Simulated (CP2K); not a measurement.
Consider methyl acrylate at its PBE geometry (Å).

```xyz
12

C     2.1068    0.1862   -0.0872
O     0.6746    0.3724   -0.2004
C    -0.0776   -0.6298    0.3444
O     0.4057   -1.6164    0.8854
C    -1.5367   -0.4041    0.2181
C    -2.1082    0.6498   -0.3779
H     2.4037    0.1399    0.9683
H     2.4146   -0.7414   -0.5858
H     2.5507    1.0578   -0.5769
H    -2.1323   -1.1990    0.6667
H    -1.5085    1.4409   -0.8265
H    -3.1927    0.7437   -0.4281
```

Method: CP2K XAS_TDP, all-electron GAPW, PBEh(45%), aug-cc-pVDZ, TDA, GW2X-corrected core level, no relativity.

Q: Where do the C K-edge lines lie, and how strong are they?

Leading lines: C1 291.64 eV, C3 289.84 eV, C5 286.87 eV and C6 286.51 eV. The leading line of an atom is its first one with 35 % of the strongest within 2.5 eV of its lowest line over the strength cut. Core ionisation energies at this level: C3 296.33, C5 292.72, C1 294.12 and C6 292.88 eV.

The first six lines of each atom with a strength over 0.0015:

| atom | energy (eV) | states | strength, one atom | above the computed threshold |
| --- | --- | --- | --- | --- |
| C1 (bonded to O and 3 H) | 291.64 | 1 | 0.0417 |  |
|  | 292.82 | 1 | 0.0240 |  |
|  | 292.93 | 1 | 0.0236 |  |
|  | 293.51 | 1 | 0.0046 |  |
|  | 293.92 | 1 | 0.0031 |  |
|  | 294.24 | 1 | 0.0081 | yes |
| C3 (bonded to C and 2 O) | 289.84 | 1 | 0.0624 |  |
|  | 294.40 | 1 | 0.0179 |  |
|  | 294.73 | 1 | 0.0031 |  |
|  | 295.33 | 1 | 0.0023 |  |
|  | 295.81 | 1 | 0.0032 |  |
|  | 296.63 | 1 | 0.0051 | yes |
| C5 (bonded to 2 C and H) | 286.87 | 1 | 0.0376 |  |
|  | 290.86 | 1 | 0.0102 |  |
|  | 291.06 | 1 | 0.0188 |  |
|  | 291.57 | 1 | 0.0054 |  |
|  | 292.39 | 2 | 0.0030 |  |
|  | 292.65 | 1 | 0.0031 |  |
| C6 (bonded to C and 2 H) | 286.51 | 1 | 0.0525 |  |
|  | 290.85 | 1 | 0.0073 |  |
|  | 291.40 | 1 | 0.0168 |  |
|  | 292.40 | 1 | 0.0049 |  |
|  | 292.49 | 1 | 0.0035 |  |
|  | 292.74 | 1 | 0.0025 |  |

Lines are vertical, at one geometry, with no vibrational structure. GW2X ionisation energies and lines can be off by 1 to 2 eV either way, and a good line position may hide errors that cancel. These values hold no scalar relativity, about 0.1 eV for C 1s. Rydberg lines, and the discretised continuum above threshold, depend on the basis and the box.

[Banner, clock and machine lines of the logs are left out without a mark of their own.]

[Logs are printed without paths, hosts, clocks, repeated set-up lines and the standing remarks that a program may print on its own settings, such as how far it seeks lower states.]

[Hosts, paths, dates, database ids (printed as entryN), source tags and the programs' standing remarks are cut or masked in the printed files.]
